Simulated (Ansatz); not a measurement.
# Grüneisen parameters and expansion of BeGe (hypothetical, P4/mmm), part 3 of 5

Which modes of BeGe (hypothetical) drive its thermal expansion? The crystal structure is hypothetical: it was made by swapping elements on a known structure type.

Ansatz 0.2.0; DFT PBEsol, scalar-relativistic, plane waves, PAW.

So far. Step 2 (A first coarse run): The start is under 18 GPa at this level and looks like a metal on this mesh. Step 5 (Tight relaxation): The residual pressure is -0.0036 GPa, small enough for phonons.

### 6. Lattice dynamics at this volume, V/V0 1

The same q-mesh and k-mesh are kept at every volume, so that much of their error can cancel in the differences.

input.yaml reads:

```yaml
crystal:
  lattice:
    - [2.7630859466, 0.0, 0.0]
    - [0.0, 2.7630859466, 0.0]
    - [0.0, 0.0, 3.4838608644]
  atoms:
    - { symbol: Be, position: [0.0, 0.0, 0.0] }
    - { symbol: Ge, position: [0.5, 0.5, 0.5] }
kpoints:
  mp_grid: { grid: [16, 16, 12] }
hamiltonian:
  xc: pbesol
scf:
  occupations: { method: methfessel_paxton, width: 0.2 }
output:
  eigenvalues: true
phonons:
  method: dfpt
  qmesh: [4, 4, 4]
  temperatures: { t_max: 1000, t_step: 50 }
  qpath:
    path:
      - [[0.0, 0.0, 0.0], [0.0, 0.5, 0.0], [0.5, 0.5, 0.0], [0.0, 0.0, 0.0], [0.0, 0.0, 0.5], [0.0, 0.5, 0.5], [0.5, 0.5, 0.5], [0.0, 0.0, 0.5]]
      - [[0.0, 0.5, 0.0], [0.0, 0.5, 0.5]]
      - [[0.5, 0.5, 0.0], [0.5, 0.5, 0.5]]
    npoints: 10
```

Command:

```
ansatz run input.yaml --threads 4 --pin off --max-ram 8192MiB --backend cpu --events-out ev --progress --plain --runs-dir out
```

Numbers of over 12 decimals in the logs are rounded to 6 here.

The log of the run:

```text
[...]
Crystal: 2 atoms, lattice volume = 26.598 Å³
Basis set: ecut = 420 eV, 535 PW (Γ), exchange–correlation on 40×40×48 points (8 copies of the dense FFT grid, shifted against one another)
Bands: 12, of which v1, the nominal top of the filled ones, is band 8 counted from 1 (7 counted from 0)
Symmetry: 16 space group operations
k-points: 315 of 3072
[...]
SCF iter   1: F=—  HF=-4342.912183 eV  |F-HF|=—  |Δ(HF+E_count)|=         —  Δρ=2.22e-3  dr2=1.08e-3  ethr=1.77e-3  ⟨swp⟩=5.2  Hψ=46922  notcnv=0  defer=99
[...]
SCF iter   8: F=-4342.911629 eV  HF=-4342.911629 eV  |F-HF|=1.82e-12  |Δ(HF+E_count)|=  1.20e-10  S|Δr|=    0.00e0  Δρ=3.92e-8  dr2=3.77e-13  ethr=1.00e-12  ⟨swp⟩=6.0  Hψ=23854  notcnv=0
SCF 1 converged in 8 iterations: F = -4342.911629 eV  dr2 = 3.77e-13
[...]
SCF iter   3: F=-4342.911629 eV  HF=-4342.911629 eV  |F-HF|=6.37e-12  |Δ(HF+E_count)|=  1.55e-11  S|Δr|=    0.00e0  Δρ=1.15e-7  dr2=1.77e-12  ethr=1.00e-12  ⟨swp⟩=1.3  Hψ=9204  notcnv=0
SCF 2 converged in 3 iterations: F = -4342.911629 eV  dr2 = 1.77e-12
phonons: the bands overlap, so this run is a metal and interpolates without the dipole-dipole term. If the crystal is really an insulator or semiconductor, its LO-TO splitting is missing
NSCF: frozen V_eff on 315 k-points
[...]
DFPT response loops at q = (0, 0, 0) (fractional): preconditioner auto → Kerker (q_TF=auto, 2.507 Å⁻¹) (partly filled bands, converged f_vac=0.000); β = 1.00, the filter's whole step (`scf.mixing.beta` (0.50) is not read by the response loops under this deck's `scf.mixing.preconditioner`; to damp them name `kerker` or `kerker_dos`, under which they read `scf.mixing.beta`, and type it under 1.00, their step now; both keys bind the ground state too); Broyden in place of MSR1
[...]
SCF converged after 8 iterations
[...]
Free energy (F): -4342.911629 eV
[...]
Internal energy: -4342.912658 eV  (E = F + TS)
E sigma→0 (E₀):  -4342.911886 eV
Entropy (-TS):   0.001029 eV (0.514 meV/atom)
Fermi energy:    10.626990 eV
[...]
--- Band table (eV; the first three rows and the last of 315) ---
  k-point 0: bands = [... 4 lower, -13.9817, -2.7608, 8.1029, 11.7469, 14.2924, 14.2924, 18.6269, 19.7912, ... 4 higher]
  k-point 1: bands = [... 4 lower, -13.9822, -2.6938, 7.3807, 12.6099, 14.3781, 14.3781, 18.7047, 19.8265, ... 4 higher]
  k-point 2: bands = [... 4 lower, -13.9833, -2.4968, 6.0592, 14.3383, 14.6346, 14.6346, 18.9373, 19.9491, ... 4 higher]
  k-point 314: bands = [... 4 lower, -13.9132, 7.1782, 8.4798, 8.4798, 10.3753, 10.3753, 10.5573, 10.9748, ... 4 higher]
--- Phonons (Γ-DFPT): 4 representative perturbations + reference (Σ response iterations 14) ---
  ASR residual: 4.065e-5 → 0.000e0 eV/Å²; symmetrization residual: 3.909e-7 eV/Å²
  ASR residual per site (eV/Å²): 4.07e-5 2.16e-5
  Γ frequencies (cm⁻¹): 0.00 0.00 0.00 74.55 74.55 310.62
--- Phonons (arbitrary-q DFPT): 18 irreducible q on the 4×4×4 mesh ---
  q = [0.0000, 0.0000, 0.0000] (star 1, of the zone-centre solve; hermiticity 2.75e-7, symmetrization 2.64e-12): -0.00 -0.00 0.00 74.55 74.55 310.62
  q = [0.0000, 0.0000, 0.2500] (star 2, 4 solved perturbations in 3024 linear systems a pass and spin channel, the states on 972 of 3072 k-point pairs; hermiticity 2.46e-7, symmetrization 1.05e-12): -29.07 -29.07 56.18 56.18 112.26 334.66
[...]
q = [0.0000, 0.2500, 0.0000] (star 4, 6 solved perturbations on 1008 of 3072 k-point pairs; hermiticity 1.22e-7, symmetrization 7.85e-14): -20.06 -8.44 108.45 131.71 153.30 315.64
[...]
sum rule: each row above includes the acoustic sum rule's correction from the zone centre's row sums; it moved no ω² by more than (1.11 cm⁻¹)²
  mesh force constants: q→R imaginary residual 2.69e-18; ASR residual 4.065e-5 → 0.000e0 eV/Å²; symmetrization residual 1.554e-15 eV/Å²
  interpolated dispersion: 93 rows × 6 modes
  density of states and harmonic sums: on the 24×24×20 q-mesh, interpolated from the force constants of a 4×4×4 supercell (no non-analytic term)
  largest difference from the sums on the solved wave vectors: F 4.33e-2 eV, S 5.72e-5 and C_V 1.46e-5 eV/K
  zero-point energy: 0.046934 eV/cell   skipped modes (ω ≤ 0): 1309, of them read as no rigid motion or as one in doubt: 1306 (1.260e0 modes/cell left out, lowest -172.53 cm⁻¹)   left out of the sums: 2.10e-1 of the cell's modes: C_V's classical limit lies that fraction below 3 k_B per atom; for a crystal, a wire or a layer, F and S can be off by more, and a phonons.interpolated_qmesh denser along its periods is the remedy for the sampling
```

It took 9.1 min on 4 threads of Arm Neoverse V1, shared host; peak memory 3 GiB.

Numbers from this step:

- Γ frequencies: 0, 0, 0, 74.55, 74.55, 310.6 cm⁻¹ (negative: imaginary)
- lowest frequency on the path: -173.0 cm⁻¹
- point group: 4/mmm
- highest frequency: 335.4 cm⁻¹

No LO-TO term. The phonon branches at the labelled points (cm⁻¹):

| point | branch 1 | branch 2 | branch 3 | branch 4 | branch 5 | branch 6 |
| --- | --- | --- | --- | --- | --- | --- |
| Γ | 0 | 0 | 0 | 75 | 75 | 311 |
| halfway | -20 | -8 | 108 | 132 | 153 | 316 |
| X | 59 | 103 | 117 | 180 | 188 | 304 |
| halfway | -108 | -93 | 67 | 178 | 196 | 251 |
| M | -165 | -165 | 69 | 201 | 201 | 223 |
| halfway | -155 | -45 | 132 | 135 | 186 | 280 |
| Γ | 0 | 0 | 0 | 75 | 75 | 311 |
| halfway | -29 | -29 | 56 | 56 | 112 | 335 |
| Z | -93 | -93 | -72 | -72 | 133 | 280 |
| halfway | -57 | 48 | 60 | 123 | 180 | 298 |
| R | -126 | -78 | -52 | 145 | 220 | 261 |
| halfway | -109 | 136 | 142 | 162 | 207 | 316 |
| A | 55 | 55 | 89 | 151 | 151 | 327 |
| halfway | 27 | 98 | 113 | 118 | 192 | 287 |
| Z | -93 | -93 | -72 | -72 | 133 | 280 |
| jump to X | 59 | 103 | 117 | 180 | 188 | 304 |
| halfway | -93 | 42 | 156 | 165 | 213 | 302 |
| R | -126 | -78 | -52 | 145 | 220 | 261 |
| jump to M | -165 | -165 | 69 | 201 | 201 | 223 |
| halfway | -109 | -109 | 74 | 199 | 199 | 273 |
| A | 55 | 55 | 89 | 151 | 151 | 327 |

The phonon branches as a text plot (rows in cm⁻¹):

```
    324 |  **                 ***          *******              *
    303 |**  ****         ****   *  **            *     **     *
    282 |                *        **  *   *        *****  *   *
    261 |        *      *              ***                 *
    240 |         **  **                                     *
    219 |           **                 ****               ***
    197 |      **********             *    **    **      *  ***
    176 |    ***       * **          *          *  *    **     *
    155 |   **   *      *  *        *  ***********  *   * **    *
    134 |  *    *        **      ***  *    **  *  *  ***
    113 |  *****          **    *    *           **
     92 |***  ***       *  **  *          *  ** *  *      *    **
     70 |*   *   *****      ****    **         *   **       ***
     49 | * *****     **      *     ***       *     **  **      *
     28 |*  *               *   *                       *
      7 |                    **
    -14 |**             *   *  *      *              *    *
    -35 | **     *       *      *   *    *     *     *
    -57 |        *     *  **     * *******        *   *    *   *
    -78 |                        ***    *    *  **    ** *
    -99 |                  *      *    *   **          *      *
   -120 |         *   *   *             ***               **
   -141 |         **                                         *
   -162 |          *******                                  *
         Γ     X     M       Γ    Z     R     A       Z|X  R|M  A
```

Tetrahedra on 24 24 20, mean over bins of 5 cm⁻¹. Phonon density of states against wavenumber; read off at these points:

| wavenumber (cm⁻¹) | phonon density of states (1/cm⁻¹/cell) |
| --- | --- |
| -172 | 2.3e-4 |
| -158 | 0.00309 |
| -142 | 0.00355 |
| -132 | 0.00392 |
| -118 | 0.00696 |
| -102 | 0.0131 |
| -88 | 0.0107 |
| -78 | 0.00983 |
| -62 | 0.00852 |
| -48 | 0.00963 |
| -32 | 0.0101 |
| -22 | 0.00706 |
| -8 | 0.00475 |
| 8 | 0.00478 |
| 22 | 0.00564 |
| 32 | 0.00765 |
| 48 | 0.0145 |
| 62 | 0.0175 |
| 78 | 0.0228 |
| 88 | 0.0213 |
| 102 | 0.0226 |
| 118 | 0.0180 |
| 132 | 0.0174 |
| 142 | 0.0178 |
| 158 | 0.0269 |
| 162 | 0.0270 |
| 172 | 0.0250 |
| 188 | 0.0304 |
| 198 | 0.0202 |
| 212 | 0.00549 |
| 228 | 0.00119 |
| 242 | 0.00196 |
| 252 | 0.00237 |
| 268 | 0.00403 |
| 282 | 0.00817 |
| 298 | 0.0315 |
| 302 | 0.0326 |
| 308 | 0.0236 |
| 322 | 0.00547 |
| 338 | 0 |

The modes has structure finer than the step of the table below, so its rows give means over 20 cm⁻¹, whole bins alone (the curve runs from -182 to 356 cm⁻¹). Peaks (cm⁻¹: height): Be -104.7: 0.00796, 91.6: 0.0122, 169.4: 0.0120, 301.4: 0.0284; Ge -40.4: 0.0075, 94.9: 0.0147, 155.9: 0.0161, 189.7: 0.0158.

Phonopy on the run's constants, 21x21x17 mesh, Gaussian sigma 3.8 cm⁻¹. Modes against wavenumber; means over each step; values in 1/cm⁻¹/cell:

| wavenumber (cm⁻¹) | Be | Ge |
| --- | --- | --- |
| -160 | 0.00228 | 4.6e-4 |
| -140 | 0.00308 | 6.8e-4 |
| -120 | 0.00439 | 0.00226 |
| -100 | 0.00682 | 0.00529 |
| -80 | 0.00566 | 0.00436 |
| -60 | 0.00435 | 0.00496 |
| -40 | 0.00344 | 0.00678 |
| -20 | 0.00176 | 0.00507 |
| 0 | 5.5e-4 | 0.00139 |
| 20 | 0.00169 | 0.00374 |
| 40 | 0.00387 | 0.00782 |
| 60 | 0.00523 | 0.0125 |
| 80 | 0.00854 | 0.0124 |
| 100 | 0.00865 | 0.0136 |
| 120 | 0.00614 | 0.0120 |
| 140 | 0.00568 | 0.0134 |
| 160 | 0.00990 | 0.0154 |
| 180 | 0.0115 | 0.0141 |
| 200 | 0.00688 | 0.00972 |
| 220 | 0.00236 | 0.00134 |
| 240 | 0.00184 | 1.3e-5 |
| 260 | 0.00303 | 1.0e-4 |
| 280 | 0.00842 | 5.4e-4 |
| 300 | 0.0244 | 0.00141 |
| 320 | 0.00892 | 5.2e-4 |
| 340 | 4.1e-4 | 1.8e-5 |

No LO-TO term. Modes at Γ, with each element's share of the kinetic energy:

| mode | frequency (cm⁻¹) | symmetry | Be % | Ge % |
| --- | --- | --- | --- | --- |
| 1 | 0.0 | - | 11 | 89 |
| 2 | 0.0 | - | 11 | 89 |
| 3 | 0.0 | - | 11 | 89 |
| 4 | 74.6 | Eu | 89 | 11 |
| 5 | 74.6 | Eu | 89 | 11 |
| 6 | 310.6 | A2u | 89 | 11 |

Displacements in mode 5 (74.6 cm⁻¹), the largest set to 1:
```
Be1  0.00  1.00  0.00
Ge2  0.00 -0.12  0.00
```

Displacements in mode 6 (310.6 cm⁻¹), the largest set to 1:
```
Be1  0.00  0.00  1.00
Ge2  0.00  0.00 -0.12
```

The lowest solved frequency is -165 cm⁻¹, so the cell is unstable here and gives no valid free energy.

### 7. A cell at another volume, V/V0 1.015

The volume is fixed at the new value while shape and atoms relax, so that only the volume differs between members of the series.

The cell differs from the one that the last finished run ended in (a 2.763 → 2.777 Å, b 2.763 → 2.777 Å, c 3.484 → 3.501 Å).

input.yaml, the sections that differ from step 6:

```yaml
crystal:
  lattice:
    - [2.7768328691, 0.0, 0.0]
    - [0.0, 2.7768328691, 0.0]
    - [0.0, 0.0, 3.5011937908]
  atoms:
    - { symbol: Be, position: [0.0, 0.0, 0.0] }
    - { symbol: Ge, position: [0.5, 0.5, 0.5] }
output:
  forces: true
  stress: true
  eigenvalues: true
  write_density: true
  write_potential: true
  elf: true
  volumetric_format: npy
relax:
  adjacent_minimum: "off"
  f_tol: 0.001
  max_steps: 60
  cell: { stress_tol: 0.01, fix: [volume] }
# kpoints, hamiltonian, scf: as in step 6
# phonons: removed
```

The log of the run:

```text
[...]
Crystal: 2 atoms, lattice volume = 26.997 Å³
Basis set: ecut = 420 eV, 535 PW (Γ), exchange–correlation on 40×40×48 points (8 copies of the dense FFT grid, shifted against one another)
Bands: 12, of which v1, the nominal top of the filled ones, is band 8 counted from 1 (7 counted from 0)
Symmetry: 16 space group operations
[...]
k-points: 315 of 3072
[...]
SCF iter   1: F=—  HF=-4342.910597 eV  |F-HF|=—  |Δ(HF+E_count)|=         —  Δρ=2.25e-3  dr2=1.27e-3  ethr=1.77e-3  ⟨swp⟩=5.3  Hψ=46981  notcnv=0  defer=96
[...]
SCF iter   6: F=-4342.909965 eV  HF=-4342.909965 eV  |F-HF|=1.98e-9  |Δ(HF+E_count)|=   1.02e-7  S|Δr|=    0.00e0  Δρ=2.40e-6  dr2=2.62e-9  ethr=5.98e-10  ⟨swp⟩=7.9  Hψ=25282  notcnv=0
SCF 1 converged in 6 iterations: F = -4342.909965 eV  dr2 = 2.62e-9
[...]
relax step   1: F+E_penalty+E_count = -4342.90996509 eV  Δ(F+E_penalty+E_count) = +0.000e0 eV  max|allowed force component| = 1.265e-29 eV/Å  Δτ_max = 0.0000 Å  P = -1.317 GPa  Ω = 26.997 Å³  fix = [volume]  reactions: volume -1.317 GPa  (6 SCF iters, dr2 threshold 1.00e-7 eV, accepted)
Bands: 16, of which v1, the nominal top of the filled ones, is band 8 counted from 1 (7 counted from 0)
[...]
SCF iter   3: F=-4342.909965 eV  HF=-4342.909965 eV  |F-HF|=1.64e-11  |Δ(HF+E_count)|=  8.19e-12  S|Δr|=    0.00e0  Δρ=1.82e-6  dr2=4.01e-10  ethr=5.62e-12  ⟨swp⟩=5.1  Hψ=17186  notcnv=0
SCF 2 converged in 3 iterations: F = -4342.909965 eV  dr2 = 4.01e-10
relax step   2: F+E_penalty+E_count = -4342.90996503 eV  Δ(F+E_penalty+E_count) = +5.907e-8 eV  max|allowed force component| = 1.279e-29 eV/Å  Δτ_max = 0.0000 Å  P = -1.316 GPa  Ω = 26.997 Å³  energy of the carried Pulay correction = -7.283e-8 eV  fix = [volume]  reactions: volume -1.316 GPa  (3 SCF iters, dr2 threshold 9.00e-10 eV, accepted)
[...]
SCF iter   2: F=-4342.909965 eV  HF=-4342.909965 eV  |F-HF|=1.18e-11  |Δ(HF+E_count)|=   2.18e-5  S|Δr|=    0.00e0  Δρ=9.56e-7  dr2=1.39e-10  ethr=5.35e-12  ⟨swp⟩=4.0  Hψ=20263  notcnv=0
SCF 3 converged in 2 iterations: F = -4342.909965 eV  dr2 = 1.39e-10
relax step   3: F+E_penalty+E_count = -4342.90996529 eV  Δ(F+E_penalty+E_count) = -2.595e-7 eV  max|allowed force component| = 4.487e-29 eV/Å  Δτ_max = 0.0000 Å  P = -1.317 GPa  Ω = 26.997 Å³  energy of the carried Pulay correction = -3.687e-8 eV  fix = [volume]  reactions: volume -1.317 GPa  (2 SCF iters, dr2 threshold 8.56e-10 eV, accepted)
[...]
SCF iter   5: F=-4342.909965 eV  HF=-4342.909965 eV  |F-HF|=1.82e-12  |Δ(HF+E_count)|=    0.00e0  S|Δr|=    0.00e0  Δρ=3.10e-8  dr2=3.64e-13  ethr=1.00e-12  ⟨swp⟩=3.9  Hψ=12138  notcnv=0
SCF 4 converged in 5 iterations: F = -4342.909965 eV  dr2 = 3.64e-13
relax step   4: F+E_penalty+E_count = -4342.90996516 eV  Δ(F+E_penalty+E_count) = +1.261e-7 eV  max|allowed force component| = 5.078e-29 eV/Å  Δτ_max = 0.0000 Å  P = -1.317 GPa  Ω = 26.997 Å³  fix = [volume]  reactions: volume -1.317 GPa  stress off target by 4.59e-5 GPa on what of the cell is left free  SCF on the basis re-selected at this cell (its energy is not comparable with the rows above)  (5 SCF iters)
[...]
SCF converged after 5 iterations
[...]
Free energy (F): -4342.909965 eV
[...]
Internal energy: -4342.911047 eV  (E = F + TS)
E sigma→0 (E₀):  -4342.910236 eV
Entropy (-TS):   0.001082 eV (0.541 meV/atom)
Fermi energy:    10.421625 eV
[...]
--- Stress (GPa, compression-positive) ---
       -1.316557       0.000000       0.000000
        0.000000      -1.316557       0.000000
        0.000000       0.000000      -1.316488
  P = ⅓ Tr σ = -1.3165 GPa (-13.165 kbar)
--- Band table (eV; the first three rows and the last of 315) ---
  k-point 0: bands = [... 4 lower, -14.1764, -2.8428, 7.9392, 11.5012, 14.0540, 14.0540, 18.3873, 19.4626, ... 4 higher]
  k-point 1: bands = [... 4 lower, -14.1768, -2.7766, 7.2190, 12.3596, 14.1386, 14.1386, 18.4643, 19.5002, ... 4 higher]
  k-point 2: bands = [... 4 lower, -14.1779, -2.5821, 5.9072, 14.0693, 14.3917, 14.3917, 18.6948, 19.6305, ... 4 higher]
  k-point 314: bands = [... 4 lower, -14.1112, 6.8967, 8.3109, 8.3109, 10.2002, 10.2002, 10.3690, 10.8027, ... 4 higher]
--- Relaxed structure (3 steps of the walk, 3 accepted, 1 SCFs on fresh bases) ---
[...]
cell:  # Å, volume = 26.9970 Å³
    - [2.776697, 0.0, 0.0]
    - [0.0, 2.776697, 0.0]
    - [0.0, 0.0, 3.501538]
  atoms:
    - { symbol: Be, position: [0, 0, 0.0] }
    - { symbol: Ge, position: [0.500000, 0.500000, 0.5] }
```

It took 7.4 s on 4 threads; peak memory 0.56 GiB.

Little changed from the start: no atom moved by 0.005 Å and no cell edge by 0.1 %.

Numbers from this step:

```
pressure        : -1.317 GPa
volume per atom : 13.50 Å³
```

Electrostatic potential energy in the ac plane at fractional y = 0.000, with atoms of Be within 0.2 Å of it. With pseudopotentials it is smooth inside the atoms' cores, unlike the true potential.

Values in eV, 17 rows by 14 columns, each cell a mean:
```
-36 -36 -25  -9   4   8  11  11  11   8   4  -9 -25 -36
-27 -24 -14  -2   6   9  11  11  11   9   6  -2 -14 -24
-11  -8  -2   4   8  10  11  12  11  10   8   4  -2  -8
  3   4   6   8  10  11  11  12  11  11  10   8   6   4
  8   8   9  10  10  11  11  11  11  11  10  10   9   8
 11  11  11  11  11  10  10  10  10  10  11  11  11  11
 12  12  11  11  11  10  10   9  10  10  11  11  11  12
 12  12  12  11  10  10   9   9   9  10  10  11  12  12
 12  12  12  11  10  10   9   9   9  10  10  11  12  12
 12  12  12  11  11  10  10   9  10  10  11  11  12  12
 11  11  11  11  11  10  10  10  10  10  11  11  11  11
  8   8   9  10  10  11  11  11  11  11  10  10   9   8
  3   4   6   8  10  11  11  11  11  11  10   8   6   4
-10  -7  -1   5   8  10  11  12  11  10   8   5  -1  -7
-26 -23 -14  -1   6   9  11  11  11   9   6  -1 -14 -23
-36 -35 -24  -9   4   8  11  11  11   8   4  -9 -24 -35
-37 -37 -28 -12   2   8  10  11  10   8   2 -12 -28 -37
```
Columns run along a (2.8 Å; values clipped at the 3rd and 97th percentile), rows up along c (3.5 Å). Atoms in or near the plane, at fractional coordinates: Be at (0.00, 0.00).

ELF in the ac plane at fractional y = 0.000, with atoms of Be within 0.2 Å of it. It is the smooth field of the valence electrons, not physical close to the nuclei.

Ten even steps from '0' (0.00) to '9' (0.50):
```
00048988898400
00379988899730
34799998999974
77899988899987
77888888888887
56677788877766
44556777776554
33456677766543
23345677765433
33456677766543
44556777776554
56677788877766
77888888888887
77899988899987
34799998999974
00379988899730
00048988898400
00037888887300
```
Columns run along a (2.8 Å), rows up along c (3.5 Å). Atoms in or near the plane, at fractional coordinates: Be at (0.00, 0.00).

Valence density in the ac plane at fractional y = 0.000, with atoms of Be within 0.2 Å of it. It is the smooth field of the valence electrons, not physical close to the nuclei.

Ten even steps from '0' (0.04 e/Å³) to '9' (0.31 e/Å³):
```
12455444445542
34555544455554
55555554555555
55555555555555
45555566655555
44455667665544
33445677765443
33345789875433
23345789875433
33345789875433
33445677765443
44455667665544
45555566655555
55555555555555
55555554555555
34555544455554
12455444445542
01355444445531
```
Columns run along a (2.8 Å), rows up along c (3.5 Å). Atoms in or near the plane, at fractional coordinates: Be at (0.00, 0.00).

[end of part 3 of 5]

[Logs are printed without paths, hosts, clocks, repeated set-up lines and the standing remarks that a program may print on its own settings, such as how far it seeks lower states.]

[Hosts, paths, dates, database ids (printed as entryN), source tags and the programs' standing remarks are cut or masked in the printed files.]

[A step with changed settings may run another functional than the one named; its input shows which.]


